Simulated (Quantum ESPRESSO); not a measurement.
## Sn K-edge XANES of SnO2 (Cassiterite, P4_2/mnm)

Aim: the near-edge shape at the Sn K edge of SnO2 (Cassiterite, P4_2/mnm), and what the core hole does to it.

Method: X-ray absorption near-edge structure, plane-wave PAW PBE, one-electron final states by a Lanczos continued fraction, in Quantum ESPRESSO 7.5.

### 1. Set-up

Symmetry: P4_2/mnm, No. 136, tetragonal system. Conventional cell: a = 4.738 Å, b = 4.738 Å, c = 3.187 Å, α = 90.00°, β = 90.00°, γ = 90.00°. Nearest to Sn lie 6 O at 2.05 to 2.06 Å. O has 3 Sn at 2.05 to 2.06 Å nearest. Farther neighbours and most contacts between anions are not listed.

### 2. Ground state of the crystal

The ground state comes first: it tells whether the system has a gap, which decides how the excited electron is treated.

The PAW data sets are made with ld1.x, with reconstruction data.

File scf.in:

```
&control
   calculation='scf', prefix='x', pseudo_dir='../pp', outdir='tmp', tprnfor=.true.
/
&system
   ibrav=0, nat=6, ntyp=3, nbnd=32
   ecutwfc=48, ecutrho=360
   occupations='smearing', smearing='mv', degauss=0.015
/
&electrons
   conv_thr=6.0e-08, electron_maxstep=120
   mixing_beta=0.5
/
ATOMIC_SPECIES
Sn3 1.0 Sn.pbe-dn-kjpaw.UPF
Sn 1.0 Sn.pbe-dn-kjpaw.UPF
O 1.0 O.pbe-n-kjpaw.UPF
CELL_PARAMETERS angstrom
  4.73800000 0.00000000 0.00000000
  0.00000000 4.73800000 0.00000000
  0.00000000 0.00000000 3.18650000
ATOMIC_POSITIONS crystal
Sn3  0.50000000 0.50000000 0.50000000
Sn   0.00000000 0.00000000 0.00000000
O    0.80710000 0.19290000 0.50000000
O    0.69290000 0.69290000 0.00000000
O    0.19290000 0.80710000 0.50000000
O    0.30710000 0.30710000 0.00000000
K_POINTS automatic
6 6 8 0 0 0
```

The run is started by

```bash
$ OMP_NUM_THREADS=1 mpirun --oversubscribe --bind-to none -np 4 pw.x -nk 4 -in scf.in > scf.out
```

The program printed:

```text
     [... banner and references ...]
using ibrav=0 with symmetry is DISCOURAGED, use correct ibrav instead

     G-vector sticks info
     --------------------

     Using Slab Decomposition

     bravais-lattice index     =            0
     lattice parameter (alat)  =       8.9535  a.u.
     unit-cell volume          =     482.7259 (a.u.)^3
     number of atoms/cell      =            6
     number of atomic types    =            3
     number of electrons       =        52.00
     number of Kohn-Sham states=           32
     kinetic-energy cutoff     =      48.0000  Ry
     charge density cutoff     =     360.0000  Ry
     scf convergence threshold =      6.0E-08
     mixing beta               =       0.5000
     number of iterations used =            8  plain     mixing
     Exchange-correlation= SLA  PW   PBX  PBC
                           (   1   4   3   4   0   0   0)

     celldm(1)=   8.953522  celldm(2)=   0.000000  celldm(3)=   0.000000
     celldm(4)=   0.000000  celldm(5)=   0.000000  celldm(6)=   0.000000

     crystal axes: (cart. coord. in units of alat)
               a(1) = (   1.000000   0.000000   0.000000 )
               a(2) = (   0.000000   1.000000   0.000000 )
               a(3) = (   0.000000   0.000000   0.672541 )

     reciprocal axes: (cart. coord. in units 2 pi/alat)
               b(1) = (  1.000000  0.000000  0.000000 )
               b(2) = (  0.000000  1.000000  0.000000 )
               b(3) = (  0.000000  0.000000  1.486898 )

     PseudoPot. #1 for Sn:     Pseudo is Projector augmented-wave + core cor, Zval = 14.0

     PseudoPot. #2 for Sn:     Pseudo is Projector augmented-wave + core cor, Zval = 14.0

     ../pp/O.pbe-n-kjpaw.UPF
     Pseudo is Projector augmented-wave + core cor, Zval =  6.0
     Shape of augmentation charge: PSQ
     Using radial grid of 1095 points,  4 beta functions with:
                l(1) =   0
                l(2) =   0
                l(3) =   1
                l(4) =   1
     Q(r) pseudized with 0 coefficients

     atomic species   valence    mass     pseudopotential
     Sn3              14.00     1.00000     Sn( 1.00)
     Sn               14.00     1.00000     Sn( 1.00)
     O                 6.00     1.00000     O ( 1.00)

      8 Sym. Ops., with inversion, found

   Cartesian axes

     site n.     atom                  positions (alat units)
         1        Sn3    tau(   1) = (   0.5000000   0.5000000   0.3362706  )
         2        Sn     tau(   2) = (   0.0000000   0.0000000   0.0000000  )
         3        O      tau(   3) = (   0.8071000   0.1929000   0.3362706  )
         4        O      tau(   4) = (   0.6929000   0.6929000   0.0000000  )
         5        O      tau(   5) = (   0.1929000   0.8071000   0.3362706  )
         6        O      tau(   6) = (   0.3071000   0.3071000   0.0000000  )

     number of k points=    65  Marzari-Vanderbilt smearing, width (Ry)=  0.0150
                       cart. coord. in units 2pi/alat
        k(    1) = (   0.0000000   0.0000000   0.0000000), wk =   0.0069444
        k(    2) = (   0.0000000   0.0000000   0.1858622), wk =   0.0138889
        k(    3) = (   0.0000000   0.0000000   0.3717245), wk =   0.0138889
        k(    4) = (   0.0000000   0.0000000   0.5575867), wk =   0.0138889
        k(    5) = (   0.0000000   0.0000000  -0.7434489), wk =   0.0069444
[...]
k(   63) = (  -0.3333333   0.3333333  -0.3717245), wk =   0.0277778
        k(   64) = (  -0.3333333   0.3333333  -0.5575867), wk =   0.0277778
        k(   65) = (  -0.3333333   0.3333333   0.7434489), wk =   0.0138889

     Dense  grid:    55669 G-vectors     FFT dimensions: (  60,  60,  40)

     Smooth grid:    21627 G-vectors     FFT dimensions: (  40,  40,  27)

     Initial potential from superposition of free atoms

     starting charge      51.9972, renormalised to      52.0000
     Starting wfcs are   34 randomized atomic wfcs
[...]
k = 0.0000-0.5000-0.7434 (  2720 PWs)   bands (ev):

[...]
k = 0.1667 0.1667-0.7434 (  2698 PWs)   bands (ev):

[...]
k = 0.1667 0.3333-0.7434 (  2716 PWs)   bands (ev):

[...]
k = 0.1667-0.5000 0.0000 (  2712 PWs)   bands (ev):

[...]
k = 0.1667-0.5000-0.7434 (  2712 PWs)   bands (ev):

[...]
k = 0.3333 0.3333 0.1859 (  2723 PWs)   bands (ev):

[...]
k = 0.3333 0.3333 0.3717 (  2719 PWs)   bands (ev):

[...]
k = 0.3333 0.3333 0.5576 (  2701 PWs)   bands (ev):

[...]
k = 0.3333 0.3333-0.7434 (  2700 PWs)   bands (ev):

[...]
k = 0.3333-0.5000 0.1859 (  2738 PWs)   bands (ev):

[...]
k = 0.3333-0.5000 0.3717 (  2716 PWs)   bands (ev):

[...]
k = 0.3333-0.5000 0.5576 (  2702 PWs)   bands (ev):

[...]
k = 0.3333-0.5000-0.7434 (  2700 PWs)   bands (ev):

[...]
k =-0.5000-0.5000 0.0000 (  2692 PWs)   bands (ev):

[...]
k =-0.5000-0.5000 0.1859 (  2740 PWs)   bands (ev):

[...]
k =-0.5000-0.5000 0.3717 (  2712 PWs)   bands (ev):

[...]
k =-0.5000-0.5000 0.5576 (  2700 PWs)   bands (ev):

[...]
k =-0.5000-0.5000-0.7434 (  2672 PWs)   bands (ev):

[...]
k =-0.1667 0.1667 0.0000 (  2712 PWs)   bands (ev):

[...]
k =-0.1667 0.1667-0.1859 (  2711 PWs)   bands (ev):

[...]
k =-0.1667 0.1667-0.3717 (  2706 PWs)   bands (ev):

[...]
k =-0.1667 0.1667-0.5576 (  2701 PWs)   bands (ev):

[...]
k =-0.1667 0.1667 0.7434 (  2698 PWs)   bands (ev):

[...]
k =-0.1667 0.3333 0.0000 (  2722 PWs)   bands (ev):

[...]
k =-0.1667 0.3333-0.1859 (  2712 PWs)   bands (ev):

[...]
k =-0.1667 0.3333-0.3717 (  2712 PWs)   bands (ev):

[...]
k =-0.1667 0.3333-0.5576 (  2706 PWs)   bands (ev):

[...]
k =-0.1667 0.3333 0.7434 (  2716 PWs)   bands (ev):

[...]
k =-0.3333 0.3333 0.0000 (  2736 PWs)   bands (ev):

[...]
k =-0.3333 0.3333-0.1859 (  2723 PWs)   bands (ev):

[...]
k =-0.3333 0.3333-0.3717 (  2719 PWs)   bands (ev):

[...]
k =-0.3333 0.3333-0.5576 (  2701 PWs)   bands (ev):

[...]
k =-0.3333 0.3333 0.7434 (  2700 PWs)   bands (ev):

[...]
-10.2462 -10.2438  -7.7830  -7.4908  -6.0205  -5.8220   1.7802   2.1495
     4.7523   4.7578   5.1192   6.9979   7.0774   8.4696   8.5204   8.5815
     8.5932   8.7052  14.9687  15.2118  18.0191  19.0748  20.2786  20.7333

     the Fermi energy is    10.3901 ev

!    total energy              =   -1050.87714239 Ry
     total all-electron energy =    -25311.520281 Ry
     estimated scf accuracy    <          1.5E-09 Ry
     smearing contrib. (-TS)   =       0.00000001 Ry
     internal energy E=F+TS    =   -1050.87714240 Ry

     The total energy is F=E-TS. E is the sum of the following terms:
     one-electron contribution =    -120.85160797 Ry
     hartree contribution      =     104.58447561 Ry
     xc contribution           =    -126.87458649 Ry
     ewald contribution        =    -307.43393528 Ry
     one-center paw contrib.   =    -600.30148826 Ry

     convergence has been achieved in  14 iterations

     Forces acting on atoms (cartesian axes, Ry/au):

     atom    1 type  1   force =     0.00000000    0.00000000    0.00000000
     atom    2 type  2   force =     0.00000000    0.00000000    0.00000000
     atom    3 type  3   force =    -0.00834968    0.00834968    0.00000000
     atom    4 type  3   force =     0.00834936    0.00834936    0.00000000
     atom    5 type  3   force =     0.00834968   -0.00834968    0.00000000
     atom    6 type  3   force =    -0.00834936   -0.00834936    0.00000000

     Total force =     0.023616     Total SCF correction =     0.000014

     XML data file, charge density, pseudopotentials, collected wavefunctions

=------------------------------------------------------------------------------=
   JOB DONE.
=------------------------------------------------------------------------------=
```

Run time: 25 s. Hardware: 4 MPI ranks of Intel Xeon 6975P-C (Granite Rapids), shared host; peak memory 0.15 GiB; 1.7 min of CPU time.

Absorbing atoms carry a label of their own (element plus a letter or digit), as the spectrum program needs them as separate species.

The mesh shows a gap of 1.25 eV, so the hole is first treated in a charged cell, without the excited electron.

### 3. Spectrum without a core hole, Sn atom 1

This cheap baseline ignores the attraction of the hole: it shows the absorber's empty states as they are in the ground state.

The absorber has 6 O at 2.05 Å (distorted octahedral, site symmetry mmm).

File xspectra.in:

```
&input_xspectra
   calculation='xanes_dipole', edge='K'
   prefix='x', outdir='tmp', xiabs=1, xe0=10.2523
   xonly_plot=.false., x_save_file='xanes.sav'
   xniter=3000, xcheck_conv=20, xerror=0.005
   xcoordcrys=.false., xepsilon(1)=1, xepsilon(2)=0, xepsilon(3)=0
/
&plot
   xnepoint=501, xemin=-10, xemax=70, terminator=.true., cut_occ_states=.true.
   xgamma=0.4
/
&pseudos
   filecore='../Sn.wfc'
/
&cut_occ
   cut_desmooth=0.1, cut_stepl=0.05, cut_stepu=0.05, cut_ierror=1e-5
/
4 4 6 0 0 0
```

The run is started by

```bash
$ OMP_NUM_THREADS=1 mpirun --oversubscribe --bind-to none -np 4 xspectra.x -nk 4 -in xspectra.in > xspectra.out
```

The program printed:

```text
     [... banner and references ...]
Reading input_file

     calculation: xanes_dipole

     xepsilon  [cartesian coordinates]:   1.000000   0.000000   0.000000

     xonly_plot: FALSE
        => complete calculation: Lanczos + spectrum plot

     filecore (core-wavefunction file): ../Sn.wfc

     main plot parameters:
        cut_occ_states: TRUE
        gamma_mode:  constant
        -> using xgamma [eV]:  0.40
        xemin [eV]: -10.00
        xemax [eV]:  70.00
        xnepoint:  501
        xe0 [eV]:  10.252300 (energy zero read in input file)

[...]
x_save_file name:
     ->  xanes.sav
     x_save_file version:  2

     ... End STEP 1 ...

     ... Begin STEP 2 ...

     The spectrum is calculated using the following parameters:
        xe0 [eV]:   10.2523
        the occupied states are elimintate from the spectrum
        xemin [eV]: -10.00
        xemax [eV]:  70.00
        xnepoint:  501
        constant broadening parameter [eV]:    0.400
        Core level energy [eV]: -0.2920E+05
         (from electron binding energy of neutral atoms in X-ray data booklet)

     Cross-section successfully written in xanes.dat

     ... End STEP 2 ...

                                END JOB XSpectra
```

The job ended after 27 s (4 MPI ranks; peak memory 0.12 GiB).

The core hole lives too briefly for so narrow a line (tabulated full width 8.5 eV). The run keeps xgamma small, and the tables are broadened afterwards: Lorentzian half width 4.25 eV (not a setting of the program: the run's 0.4 eV curve was folded afterwards with a further Lorentzian).

The Sn K spectrum, Sn atom 1, no core hole (energy from the lowest empty level; intensity scaled to a mean of 1 over the first 20 eV; folded afterwards to Lorentzian half width 4.25 eV; the points at xe0, where the cut of filled states can leave a spike, are interpolated; polarised curves are means over the symmetry-equivalent atoms):

```
E (eV)  isotropic  ε ⊥ c  ε ∥ c
  -2.0       0.23   0.24   0.22
  -1.0       0.27   0.28   0.25
   0.0       0.32   0.33   0.29
   1.0       0.37   0.39   0.34
   2.0       0.45   0.47   0.40
   3.0       0.54   0.57   0.47
   4.0       0.64   0.68   0.57
   5.0       0.77   0.82   0.67
   6.0       0.91   0.96   0.81
   7.0       1.05   1.10   0.96
   8.0       1.18   1.22   1.12
   9.0       1.30   1.30   1.28
  10.0       1.37   1.34   1.42
  11.0       1.39   1.34   1.49
  12.0       1.36   1.30   1.50
  13.0       1.31   1.24   1.45
  14.0       1.24   1.18   1.36
  15.0       1.18   1.13   1.28
  16.0       1.13   1.09   1.21
  17.0       1.09   1.05   1.15
  18.0       1.05   1.02   1.11
  19.0       1.01   0.99   1.07
  20.0       0.98   0.95   1.02
  21.0       0.95   0.93   0.99
  22.0       0.93   0.91   0.96
  23.0       0.92   0.91   0.94
  24.0       0.92   0.92   0.92
  25.0       0.92   0.92   0.91
  26.0       0.92   0.93   0.90
  27.0       0.91   0.92   0.89
  28.0       0.90   0.91   0.87
  29.0       0.87   0.90   0.83
  30.0       0.85   0.87   0.79
  31.0       0.82   0.85   0.75
  32.0       0.79   0.83   0.71
```

Main maxima below 30 eV (height): 11.0 eV (1.39). A K edge sees empty p states on the absorber.

### 4. Reference energy of the supercell

The photon energy needs a difference of total energies, so the cell and mesh of the coming hole run are first run without a hole.

File scf.in:

```
&control
   calculation='scf', prefix='x', pseudo_dir='../pp', outdir='tmp', tprnfor=.true.
/
&system
   ibrav=0, nat=12, ntyp=2, nbnd=56
   ecutwfc=48, ecutrho=360
   occupations='fixed'
/
&electrons
   conv_thr=1.2e-07, electron_maxstep=120
   mixing_beta=0.5
/
ATOMIC_SPECIES
Sn 1.0 Sn.pbe-dn-kjpaw.UPF
O 1.0 O.pbe-n-kjpaw.UPF
CELL_PARAMETERS angstrom
  4.73800000 0.00000000 3.18650000
  0.00000000 4.73800000 3.18650000
  0.00000000 -4.73800000 3.18650000
ATOMIC_POSITIONS crystal
Sn   0.50000000 0.25000000 0.75000000
Sn   0.50000000 0.75000000 0.25000000
Sn   0.00000000 0.00000000 0.00000000
Sn   0.00000000 0.50000000 0.50000000
O    0.80710000 0.94290000 0.75000000
O    0.80710000 0.44290000 0.25000000
O    0.69290000 0.00000000 0.30710000
O    0.69290000 0.50000000 0.80710000
O    0.19290000 0.55710000 0.75000000
O    0.19290000 0.05710000 0.25000000
O    0.30710000 0.00000000 0.69290000
O    0.30710000 0.50000000 0.19290000
K_POINTS automatic
4 4 4 0 0 0
```

The run is started by

```bash
$ OMP_NUM_THREADS=1 mpirun --oversubscribe --bind-to none -np 4 pw.x -nk 4 -in scf.in > scf.out
```

The program printed:

```text
     [... banner and references ...]
[banner, memory and clock lines left out]
Found identity + (  0.0000  0.5000  0.5000) symmetry
     This is a supercell, fractional translations are disabled
     using ibrav=0 with symmetry is DISCOURAGED, use correct ibrav instead

     G-vector sticks info

     bravais-lattice index     =            0
     lattice parameter (alat)  =      10.7901  a.u.
     unit-cell volume          =     965.4519 (a.u.)^3
     number of atoms/cell      =           12
[...]
Forces acting on atoms (cartesian axes, Ry/au):

     atom    1 type  1   force =     0.00000000   -0.00000000   -0.00000202
     atom    2 type  1   force =    -0.00000000   -0.00000000    0.00000202
     atom    3 type  1   force =     0.00000000    0.00000000   -0.00000000
[...]
atom   11 type  2   force =    -0.00834415   -0.00834415    0.00000000
     atom   12 type  2   force =    -0.00834456   -0.00834456   -0.00000000

     Total force =     0.033377     Total SCF correction =     0.000033

     XML data file, charge density, pseudopotentials, collected wavefunctions
[key lines of the parts left out:]
!    total energy              =   -2101.75420519 Ry
convergence has been achieved in  15 iterations
```

Run time: 41 s. Hardware: 4 MPI ranks; peak memory 0.24 GiB.

Reference energy: -688761.554 eV with the cores included.

### 5. The atom with a core hole

The final state has one core electron fewer, so a PAW data set is made for an atom with that hole.

File Sn.pbe-dn-kjpaw-1sch.ld1.in:

```
&input
   title='Sn', zed=50., rel=1, iswitch=3, dft='PBE',
   config='1s1 2s2 2p6 3s2 3p6 3d10 4s2 4p6 5s2 5p3 4d10'
/
&inputp
   file_pseudopw='Sn.pbe-dn-kjpaw-1sch.UPF', author='',
   lpaw=.true.,
   pseudotype=3,
   lloc=-1,
   rcloc=1.9,
   which_augfun='PSQ',
   rmatch_augfun_nc=.true.,
   nlcc=.true.,
   new_core_ps=.true.,
   rcore=1.2,
   tm=.true.,
   zval=15,
   lgipaw_reconstruction=.true., use_paw_as_gipaw=.true.
/
6
5S  1  0  2.00  0.00  1.80  2.00  0.0
5S  1  0  0.00  3.00  1.80  2.00  0.0
5P  2  1  3.00  0.00  2.00  2.30  0.0
5P  2  1  0.00  6.00  2.00  2.30  0.0
4D  3  2  10.00  0.00  1.30  1.60  0.0
4D  3  2  0.00  4.50  1.30  1.60  0.0
```

The run is started by

```bash
$ ld1.x < Sn.pbe-dn-kjpaw-1sch.ld1.in > Sn.pbe-dn-kjpaw-1sch.ld1.out
```

The program printed:

```text
     [... banner and references ...]
PAW data will be used for GIPAW calculation
     --------------------------- All-electron run ----------------------------

     Sn
     scalar relativistic calculation

     atomic number is 50.00
     dft =PBE   lsd =0 sic =0 latt =0  beta=0.20 tr2=1.0E-14
     Exchange-correlation= PBE
                           (   1   4   3   4   0   0   0)
     mesh =1243 r(mesh) = 100.78374 a.u. xmin = -7.00 dx = 0.01250
     1 Ry =  13.60569312 eV, c = 137.03599908

     n l     nl                  e(Ry)          e(Ha)          e(eV)
     1 0     1S 1( 1.00)     -2180.9925     -1090.4963    -29673.9148
     2 0     2S 1( 2.00)      -334.6967      -167.3484     -4553.7811
     2 1     2P 1( 6.00)      -303.7231      -151.8616     -4132.3634
[...]
3 2     3D 1(10.00)       -38.0111       -19.0055      -517.1672
[...]
4 2     4D 1(10.00)        -2.4814        -1.2407       -33.7611

     final scf error:  2.8E-15 reached in  32 iterations

     Etot =  -10198.979280 Ry,   -5099.489640 Ha, -138764.182253 eV

     Ekin =   10573.698347 Ry,    5286.849173 Ha,  143862.494880 eV
     Encl =  -25157.614956 Ry,  -12578.807478 Ha, -342286.788793 eV
     Eh   =    4681.399353 Ry,    2340.699676 Ha,   63693.682983 eV
     Exc  =    -296.462024 Ry,    -148.231012 Ha,   -4033.571323 eV

     normalization and overlap integrals

     s(1S/1S) =  1.000000  <r> =   0.0289  <r2> =    0.0011  r(max) =   0.0188
     s(1S/2S) = -0.013492
     s(1S/3S) = -0.005665
     s(1S/4S) = -0.002541
[...]
s(2S/2S) =  1.000000  <r> =   0.1237  <r2> =    0.0180  r(max) =   0.1041
[...]
s(2P/2P) =  1.000000  <r> =   0.1074  <r2> =    0.0141  r(max) =   0.0832
[...]
Encl =  -25157.614956 Ry,  -12578.807478 Ha, -342286.788793 eV
     Eh   =    4681.399353 Ry,    2340.699676 Ha,   63693.682983 eV
     Exc  =    -296.462024 Ry,    -148.231012 Ha,   -4033.571323 eV

     normalization and overlap integrals

[...]
s(3S/5S) = -0.000332
[...]
s(3P/5P) = -0.000223
     s(3D/3D) =  1.000000  <r> =   0.3052  <r2> =    0.1104  r(max) =   0.2436
     s(3D/4D) = -0.000573
     s(4S/4S) =  1.000000  <r> =   0.7959  <r2> =    0.7164  r(max) =   0.7229
     s(4S/5S) = -0.000207
     s(4P/4P) =  1.000000  <r> =   0.8532  <r2> =    0.8309  r(max) =   0.7599
     s(4P/5P) = -0.000138
     s(5S/5S) =  1.000000  <r> =   2.2435  <r2> =    5.7341  r(max) =   1.9165
     s(5P/5P) =  1.000000  <r> =   2.9180  <r2> =    9.9268  r(max) =   2.3408
     s(4D/4D) =  1.000000  <r> =   1.0285  <r2> =    1.2503  r(max) =   0.8504

     ------------------------ End of All-electron run ------------------------

     ---------------------- Testing the pseudopotential ----------------------

     Sn
     scalar relativistic calculation

     atomic number is 50.00   valence charge is 15.00
     dft = SLA  PW   PBX  PBC   lsd =0 sic =0 latt =0  beta=0.20 tr2=1.0E-14
     mesh =1243 r(mesh) = 100.78374 xmin = -7.00 dx = 0.01250

     n l     nl             e AE (Ry)        e PS (Ry)    De AE-PS (Ry)
     1 0     5S   1( 2.00)       -0.92874       -0.92875        0.00000
     2 1     5P   1( 3.00)       -0.35640       -0.35640        0.00000
     3 2     4D   1(10.00)       -2.48140       -2.48140        0.00000

     eps = 5.6E-15  iter =  3

     Etot =  -10198.979280 Ry,   -5099.489640 Ha, -138764.182253 eV
     Etotps =  -431.942062 Ry,    -215.971031 Ha,   -5876.871145 eV

     Ekin =     295.005785 Ry,     147.502892 Ha,    4013.758174 eV
     Encl =    -570.925597 Ry,    -285.462799 Ha,   -7767.838470 eV
     Ehrt =     140.439769 Ry,      70.219885 Ha,    1910.780405 eV
     Ecxc =    -296.462019 Ry,    -148.231010 Ha,   -4033.571253 eV
     (Ecc =     -24.064214 Ry,     -12.032107 Ha,    -327.410309 eV)

     ---------------------- End of pseudopotential test ----------------------
```

It took 0.9 s on 1 MPI rank; peak memory 0.13 GiB.

Removing the core electron and adding it to the valence shell costs the free atom 29326.1 eV.

[end of part 1 of 3]

[Banner, clock and machine lines of the logs are left out without a mark of their own.]

[Logs are printed without paths, hosts, clocks, repeated set-up lines and the standing remarks that a program may print on its own settings, such as how far it seeks lower states.]

[Hosts, paths, dates, database ids (printed as entryN), source tags and the programs' standing remarks are cut or masked in the printed files.]

[Lists of maxima count a maximum above −3 eV only where it reaches 4 % of the highest in the window and stands out from its surroundings by 2 % of it (1.5 % where it reaches 55 %); shoulders and weaker maxima are passed over, and of the rest the first, up to two pre-edge ones and the few strongest are named.]
